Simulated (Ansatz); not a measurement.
**How fast states decay through Li3SbTe4**

A new crystal, Li3SbTe4: structure, gap and complex bands. It is built by putting Te for S in the Li3SbS4 structure of space group I-42m, with the volume rescaled by atomic radii. The parent structure comes from the Materials Project.

Calculated with Ansatz 0.2.0; PBE DFT, plane waves, PAW files, in the first sound run; inputs show where later runs differ.

Most raw output is cut from this account.

The structure was built from a prototype and need not be the compound's stable phase.

**1. Set-up**

Symmetry: I-42m, No. 121, tetragonal system. Conventional cell: a = 6.078 Å, b = 6.078 Å, c = 11.818 Å, α = 90.00°, β = 90.00°, γ = 90.00°. Li has 4 Te at 2.68 Å nearest. Nearest to Li lie 4 Te at 2.61 Å. Nearest to Sb lie 4 Te at 2.54 Å. Nearest to Te lie 1 Sb at 2.54 Å and 3 Li at 2.61 to 2.68 Å. It derives from Li3SbS4. Te for S in the Li3SbS4 structure of space group I-42m. Farther neighbours and most contacts between anions are not listed.

**2. Relaxing the new crystal**

The substituted atoms don't fit the parent's cell, so cell and atoms relax together. A small smearing keeps the run stable in case the gap closes on the way.

input.yaml

```yaml
crystal:
  lattice:
    - [-3.038839935, 3.038839935, 5.9089468418]
    - [3.038839935, -3.038839935, 5.9089468418]
    - [3.038839935, 3.038839935, -5.9089468418]
  atoms:
    - { symbol: Li, position: [0.5, 0.5, 0.0] }
    - { symbol: Li, position: [0.75, 0.25, 0.5] }
    - { symbol: Li, position: [0.25, 0.75, 0.5] }
    - { symbol: Sb, position: [0.0, 0.0, 0.0] }
    - { symbol: Te, position: [0.63487291, 0.11460596, 0.0] }
    - { symbol: Te, position: [0.11460596, 0.63487291, 0.0] }
    - { symbol: Te, position: [0.36512709, 0.36512709, 0.47973305] }
    - { symbol: Te, position: [0.88539404, 0.88539404, 0.52026695] }
kpoints:
  mp_grid: { grid: [6, 6, 6] }
scf:
  occupations: { method: gaussian, width: 0.03 }
hamiltonian:
  xc: pbe
output:
  forces: true
  stress: true
relax:
  f_tol: 0.02
  max_steps: 60
  cell: {}
```

On the command line:

```
ansatz run input.yaml --threads 2 --pin off --max-ram 4096MiB --backend cpu --events-out ev --progress --plain --runs-dir out
```

The job ended after 63 s (2 threads of AMD EPYC 9R14 (Zen 4), shared host; peak memory 0.74 GiB; 2.1 min of CPU time).

Relaxation path:

```
step  energy less that of the first step (eV)  largest force component (eV/Å)  pressure (GPa)  volume (Å³)
   1                                   0.0000                          1.4664            9.78       218.27
   2                                  -1.2341                          0.3072            0.69       244.56
   3                                  -1.3966                          0.1002           -0.48       266.64
   4                                  -1.4062                          0.0377           -0.20       263.95
   5                                  -1.4100                          0.0127            0.00       262.13
   6                                  -1.4106                          0.0051            0.03       261.79
   7                                  -1.4108                          0.0050            0.01       262.12
  8*                                  -1.4159                          0.0047            0.02       262.12
```

Relaxation steps marked * repeat the geometry before them on a plane-wave basis chosen anew for their cell, so energy and pressure can jump there.

Forces are held to the 8 operations that the run works with; a distortion that breaks them can't arise in this run.

```
conventional cell, symmetrised  before   after   change
                         a (Å)   6.078   6.537   +7.6 %
                         b (Å)   6.078   6.537   +7.6 %
                         c (Å)  11.818  12.269   +3.8 %
              volume (Å³/atom)   27.28   32.76  +20.1 %
```

The atoms that moved most (Å, as changes of fractional coordinates times the final cell):

```
atom      dx      dy      dz  length
 Te7   0.023   0.023   0.084   0.090
 Te6  -0.023   0.023  -0.084   0.090
 Te5   0.023  -0.023  -0.084   0.090
 Te8  -0.023  -0.023   0.084   0.090
```

This step gave:

| Quantity | Value |
| --- | --- |
| free energy | -35022.5765 eV |
| Fermi energy | 4.489 eV |
| pressure | 0.01949 GPa |

The largest force component on a free atom ends at 0.0047 eV/Å.

**3. The bulk crystal and its band edges**

The energy window and the wavevectors of the next steps follow from the band edges, so these are searched first, off the mesh as well.

input.yaml

```yaml
crystal:
  lattice:
    - [-3.2684060714, 3.2684060714, 6.1342530168]
    - [3.2684060714, -3.2684060714, 6.1342530168]
    - [3.2684060714, 3.2684060714, -6.1342530168]
  atoms:
    - { symbol: Li, position: [0.5, 0.5, 0.0] }
    - { symbol: Li, position: [0.75, 0.25, 0.5] }
    - { symbol: Li, position: [0.25, 0.75, 0.5] }
    - { symbol: Sb, position: [0.0, 0.0, 0.0] }
    - { symbol: Te, position: [0.6245823383, 0.1112127909, 0.0] }
    - { symbol: Te, position: [0.1112127909, 0.6245823383, 0.0] }
    - { symbol: Te, position: [0.3754176617, 0.3754176617, 0.4866304527] }
    - { symbol: Te, position: [0.8887872091, 0.8887872091, 0.5133695473] }
kpoints:
  mp_grid: { grid: [6, 6, 6] }
  band_path: { path: [VBM, CBM], npoints: 30 }
scf:
  occupations: { method: fixed }
hamiltonian:
  xc: pbe
output:
  eigenvalues: true
  write_potential: true
  write_density: true
  volumetric_format: npy
  elf: true
```

It took 48 s on 2 threads; peak memory 0.78 GiB.

Numbers from this step:

* Fermi energy: 4.127 eV
* gap on the k-mesh: 0.7237 eV
* gap on path: 0.7237 eV, by band count; negative where bands overlap
* direct gap on path: 0.9232 eV
* edge places on path: 0, 1.453 1/A along the path

Electronic bands along the path, in eV, zero at the Fermi level (highest filled level under fixed occupations); v1 is the highest filled band, c1 the lowest empty one:

```
  point     v4     v3     v2     v1    c1    c2    c3    c4
    VBM  -1.06  -0.02  -0.02   0.00  0.92  1.98  3.08  3.08
halfway  -0.45  -0.37  -0.37  -0.32  0.94  2.63  3.12  3.12
    CBM  -0.78  -0.74  -0.59  -0.59  0.72  2.37  2.37  2.57
```

Electrostatic potential energy in the ac plane of the conventional cell at fractional y = 0.000, with atoms of Li and Sb within 0.2 Å of it. With pseudopotentials it is smooth inside the atoms' cores, unlike the true potential.

Ten even steps from '_' (-23 eV) to '@' (10 eV), each cell a mean:
```
____::**%%@@@@@@@@@@@@@@@@@@##==____
..--**%%@@@@@@@@@@@@@@@@@@@@%%##==::
##%%%%%%@@@@@@@@@@@@@@@@@@@@@@%%%%##
@@@@@@@@@@@@@@@@@@@@@@@@@@@@@@@@@@@@
@@@@@@@@@@@@%%%%**++##%%@@@@@@@@@@@@
@@@@@@@@@@@@%%++____::##@@@@@@@@@@@@
@@@@@@@@@@@@%%**....--##@@@@@@@@@@@@
@@@@@@@@@@@@@@%%####%%%%@@@@@@@@@@@@
@@@@@@@@@@@@@@@@@@@@@@@@@@@@@@@@@@@@
%%%%@@@@@@@@@@@@@@@@@@@@@@@@@@@@@@%%
++##%%@@@@@@@@@@@@@@@@@@@@@@@@%%##++
__::##%%@@@@@@@@@@@@@@@@@@@@@@%%++__
__--##@@@@@@@@@@@@@@@@@@@@@@@@%%++..
##%%%%@@@@@@@@@@@@@@@@@@@@@@@@@@%%##
@@@@@@@@@@@@@@@@@@@@@@@@@@@@@@@@@@@@
@@@@@@@@@@@@@@@@@@@@@@@@@@@@@@@@@@@@
@@@@@@@@@@@@%%##**++##%%@@@@@@@@@@@@
@@@@@@@@@@@@%%++____::##%%@@@@@@@@@@
@@@@@@@@@@@@%%**....--##@@@@@@@@@@@@
@@@@@@@@@@@@@@%%####%%%%@@@@@@@@@@@@
@@@@@@@@@@@@@@@@@@@@@@@@@@@@@@@@@@@@
**##%%%%@@@@@@@@@@@@@@@@@@@@%%%%##**
__..==##%%@@@@@@@@@@@@@@@@@@%%**::__
____..**%%@@@@@@@@@@@@@@@@@@##--____
```
Columns run along a (6.5 Å; values clipped at the 3rd and 97th percentile), rows up along c (12.3 Å), edges of the conventional cell, whose origin can differ from the input's. Atoms in or near the plane, at fractional coordinates: Li at (0.00, 0.50), Li at (0.50, 0.75), Li at (0.50, 0.25), Sb at (0.00, 0.00).

ELF in the ac plane of the conventional cell at fractional y = 0.000, with atoms of Li and Sb within 0.2 Å of it. It is the smooth field of the valence electrons, not physical close to the nuclei.

Ten even steps from '_' (0.01) to '@' (0.94), each cell a mean:
```
__..--==--..____________..::==--::__
----====----::..____..::----======--
----====++++++--..__::==++++======--
....--==**##**--..__::++##**++--::..
____::==++++==....::__::++++==--..__
______..::::__..%%@@==__..::....____
________....__..**##--__....________
____..::--==--..______::==--::..____
__..--==****++--..__::==****++==::__
__..==******++::____..==******++::__
::__..--==--::..______..--====::__..
@@++____..________________....__::@@
%%--__......____________......__..##
____::==++==--..____..::==++++--..__
__..==******++--..__::==******++::__
__..::==++++++--..__..==++++==--..__
______..::--::....::__..--::....____
________....__..%%@@==__....________
____..::----....**##--__::--::..____
__..::==****++::____..--****++--..__
::::--==******==..__::++##**++==::::
--============::..__..==++========--
::--====--::....______..::--====--::
____--==--..______________::==--::__
```
Columns run along a (6.5 Å), rows up along c (12.3 Å), edges of the conventional cell, whose origin can differ from the input's. Atoms in or near the plane, at fractional coordinates: Li at (0.00, 0.50), Li at (0.50, 0.75), Li at (0.50, 0.25), Sb at (0.00, 0.00).

Valence density in the ac plane of the conventional cell at fractional y = 0.000, with atoms of Li and Sb within 0.2 Å of it. It is the smooth field of the valence electrons, not physical close to the nuclei.

Ten steps, logarithmic in the rise over the least value, from '0' (0 e/Å³) to '9' (16 e/Å³), each cell a mean:
```
973210000000001258
432110000000001224
111111000000011111
000011000000111000
000000002210000000
000000026740000000
000000015630000000
000000000000000000
000000000000000000
000000000000000000
200000000000000001
740000000000000026
630000000000000015
000000000000000000
000000000000000000
000000000000000000
000000002210000000
000000026740000000
000000015630000000
000000000000000000
000111000000111100
221110000000011112
642110000000001235
974210000000001369
```
Columns run along a (6.5 Å), rows up along c (12.3 Å), edges of the conventional cell, whose origin can differ from the input's. Atoms in or near the plane, at fractional coordinates: Li at (0.00, 0.50), Li at (0.50, 0.75), Li at (0.50, 0.25), Sb at (0.00, 0.00).

The searched edges give 0.724 eV, as on the mesh.

**4. Decaying states in the gap**

This step: PBE DFT, plane waves, PAW files; complex bands by layer matching along the plane's normal (Ansatz 0.2.0).

The same crystal is laid in a cell whose first two vectors span the (001) plane (indices of the standard conventional cell, whose axes can be ordered otherwise than in the bulk input). At fixed energy and wavevector in the plane the solver finds all kz, real and complex. A few wavevectors are listed, (0, 0) and (0.5, 0) in units of the plane's reciprocal vectors; the slowest state needn't be among them.

input.yaml

```yaml
crystal:
  lattice:
    - [6.536812143, 0.0, 0.0]
    - [0.0, 6.536812143, 0.0]
    - [3.268406071, 3.268406071, 6.134253017]
  atoms:
    - { symbol: Li, position: [0.5, 0.5, 0.0] }
    - { symbol: Li, position: [0.75, 0.25, 0.5] }
    - { symbol: Li, position: [0.25, 0.75, 0.5] }
    - { symbol: Sb, position: [0.0, 0.0, 0.0] }
    - { symbol: Te, position: [0.3754176617, 0.8887872091, 0.7357951292] }
    - { symbol: Te, position: [0.8887872091, 0.3754176617, 0.7357951292] }
    - { symbol: Te, position: [0.1112127909, 0.1112127909, 0.2642048708] }
    - { symbol: Te, position: [0.6245823383, 0.6245823383, 0.2642048708] }
kpoints:
  mp_grid: { grid: [4, 4, 4] }
scf:
  occupations: { method: fixed }
hamiltonian:
  xc: pbe
output:
  eigenvalues: true
  transmission:
    leads: [[0, 0]]
    kpoints: [[0.0, 0.0], [0.5, 0.0]]
    e_range: [-1.0, 1.72]
    de: 0.05
```

The job ended after 69 s (2 threads; peak memory 1.6 GiB; 2.3 min of CPU time).

This step gave:

| Quantity | Value |
| --- | --- |
| free energy | -35022.5750 eV |
| Fermi energy | 4.128 eV |
| gap on the k-mesh | 0.7235 eV |
| level to which the leads are filled | 0.3617 eV from the Fermi level |
| decay constant at the filling level, zone centre | 0.1097 Å⁻¹ |
| decay constant at the filling level, slowest listed point | 0.1097 Å⁻¹ |

K parallel (0, 0); values up to 1.5 1/Å, a degenerate pair printed once or twice; energies at which all values exceed this have no row. Table of Im kz of the slowest decaying states by energy, zero at the highest filled level on the SCF mesh:

```
energy (eV)  decay 1 (Å⁻¹)  decay 2 (Å⁻¹)  decay 3 (Å⁻¹)  decay 4 (Å⁻¹)
      -1.00          0.241          0.286          0.591           1.43
      -0.90          0.215          0.295          0.586           1.42
      -0.80          0.181          0.301          0.581           1.41
      -0.70         0.0882          0.141          0.304          0.576
      -0.55          0.189          0.228          0.304          0.567
      -0.45          0.229          0.259          0.302          0.560
      -0.35          0.260          0.281          0.298          0.553
      -0.25          0.286          0.292          0.297          0.546
      -0.15          0.284          0.307          0.309          0.539
      -0.05          0.275          0.318          0.326          0.531
       0.00        0.00123         0.0638          0.269          0.321
       0.10         0.0677          0.143          0.257          0.327
       0.20         0.0908          0.187          0.242          0.331
       0.30          0.105          0.218          0.224          0.333
       0.40          0.113          0.202          0.243          0.334
       0.50          0.117          0.173          0.263          0.333
       0.60          0.116          0.133          0.279          0.332
       0.75          0.101          0.300          0.328          0.409
       0.85         0.0751          0.310          0.324          0.415
       0.95          0.319          0.320          0.419          0.429
       1.05         0.0395          0.313          0.327          0.416
       1.15          0.109          0.306          0.334          0.402
       1.25          0.140          0.298          0.339          0.387
       1.40          0.168          0.284          0.345          0.363
       1.50          0.180          0.274          0.344          0.347
       1.60          0.188          0.262          0.324          0.349
       1.70          0.194          0.248          0.298          0.350
```

K parallel (0, 0). The Re kz of states that move upwards by energy, zero at the highest filled level on the SCF mesh:

```
energy (eV)  channel 1 (Å⁻¹)  channel 2 (Å⁻¹)  channel 3 (Å⁻¹)  channel 4 (Å⁻¹)
      -1.00           -0.339            0.163            0.163            0.265
      -0.85           -0.291            0.350            0.350            0.357
      -0.75           -0.262            0.463                -                -
      -0.60           -0.221                -                -                -
      -0.45           -0.340           -0.340           -0.181                -
      -0.30           -0.250           -0.250           -0.139                -
      -0.20           -0.191           -0.191           -0.109                -
      -0.05          -0.0703          -0.0703          -0.0513                -
       0.00                -                -                -                -
       0.10                -                -                -                -
       0.20                -                -                -                -
       0.35                -                -                -                -
       0.50                -                -                -                -
       0.60                -                -                -                -
       0.75           -0.446                -                -                -
       0.90           -0.325                -                -                -
       1.00           -0.248            0.106                -                -
       1.15                -                -                -                -
       1.30                -                -                -                -
       1.45                -                -                -                -
       1.55                -                -                -                -
       1.70                -                -                -                -
```

K parallel (0.5, 0); values up to 1.5 1/Å, a degenerate pair printed once or twice; energies at which all values exceed this have no row. Table of Im kz of the slowest decaying states by energy, zero at the highest filled level on the SCF mesh:

```
energy (eV)  decay 1 (Å⁻¹)  decay 2 (Å⁻¹)  decay 3 (Å⁻¹)  decay 4 (Å⁻¹)
     -1.000          0.103          0.107          0.807           1.16
     -0.800         0.0258         0.0620          0.771           1.13
     -0.600          0.088          0.129          0.735           1.11
     -0.400         0.0554          0.125          0.698           1.09
     -0.200         0.0796          0.220          0.662           1.06
      0.000          0.220          0.267          0.628           1.04
      0.200          0.286          0.296          0.597           1.02
      0.400          0.318          0.320          0.567          0.990
      0.600          0.271          0.367          0.540          0.964
      0.800          0.240          0.393          0.514          0.938
      1.000          0.194          0.412          0.487          0.910
      1.200         0.0396          0.426          0.455          0.882
      1.400          0.154          0.425          0.435          0.853
      1.600          0.226          0.402          0.434          0.823
```

At the listed wavevectors the last open channel is at -0.05 eV and the next at +0.75 eV on the grid. At +0.35 eV, the grid energy nearest the filling level (the middle of the gap on the SCF mesh), the slowest state at the listed wavevectors decays with κ = 0.110 Å⁻¹, its amplitude falling by e over 9.1 Å. Through 1 nm of this crystal that state's transmission falls by exp(−2 × 0.110 Å⁻¹ × 10 Å) = 0.11.

**5. Band edges at another level**

This step: LDA DFT, plane waves, PAW files (Ansatz 0.2.0).

The edges again with LDA, at the same atoms.

input.yaml

```yaml
crystal:
  lattice:
    - [-3.2684060714, 3.2684060714, 6.1342530168]
    - [3.2684060714, -3.2684060714, 6.1342530168]
    - [3.2684060714, 3.2684060714, -6.1342530168]
  atoms:
    - { symbol: Li, position: [0.5, 0.5, 0.0] }
    - { symbol: Li, position: [0.75, 0.25, 0.5] }
    - { symbol: Li, position: [0.25, 0.75, 0.5] }
    - { symbol: Sb, position: [0.0, 0.0, 0.0] }
    - { symbol: Te, position: [0.6245823383, 0.1112127909, 0.0] }
    - { symbol: Te, position: [0.1112127909, 0.6245823383, 0.0] }
    - { symbol: Te, position: [0.3754176617, 0.3754176617, 0.4866304527] }
    - { symbol: Te, position: [0.8887872091, 0.8887872091, 0.5133695473] }
kpoints:
  mp_grid: { grid: [6, 6, 6] }
  band_path: { path: [VBM, CBM], npoints: 30 }
scf:
  occupations: { method: fixed }
hamiltonian:
  xc: lda
output:
  eigenvalues: true
```

Wall time 44 s (2 threads); peak memory 0.7 GiB; 88 s of CPU time.

Numbers from this step:

| Quantity | Value |
| --- | --- |
| free energy | -34253.2040 eV |
| Fermi energy | 3.861 eV |
| gap on the k-mesh | 0.6265 eV |
| gap on path | 0.6265 eV, by band count; negative where bands overlap |
| direct gap on path | 0.8106 eV |

The electronic bands at the labelled points (eV, zero at the Fermi level (highest filled level under fixed occupations); v1 is the highest filled band, c1 the lowest empty one):

```
  point     v4     v3     v2     v1    c1    c2    c3    c4
    VBM  -1.07  -0.02  -0.02   0.00  0.81  1.88  3.00  3.00
halfway  -0.45  -0.37  -0.37  -0.32  0.86  2.54  3.05  3.05
    CBM  -0.78  -0.75  -0.60  -0.60  0.63  2.25  2.25  2.47
```

The searched edges give 0.626 eV, as on the mesh.

Between step 3 and this run (LDA) the value for the gap on the k-mesh moves from 0.724 eV to 0.626 eV.

[end of part 1 of 2]

[Logs are printed without paths, hosts, clocks, repeated set-up lines and the standing remarks that a program may print on its own settings, such as how far it seeks lower states.]

[Hosts, paths, dates, database ids (printed as entryN), source tags and the programs' standing remarks are cut or masked in the printed files.]
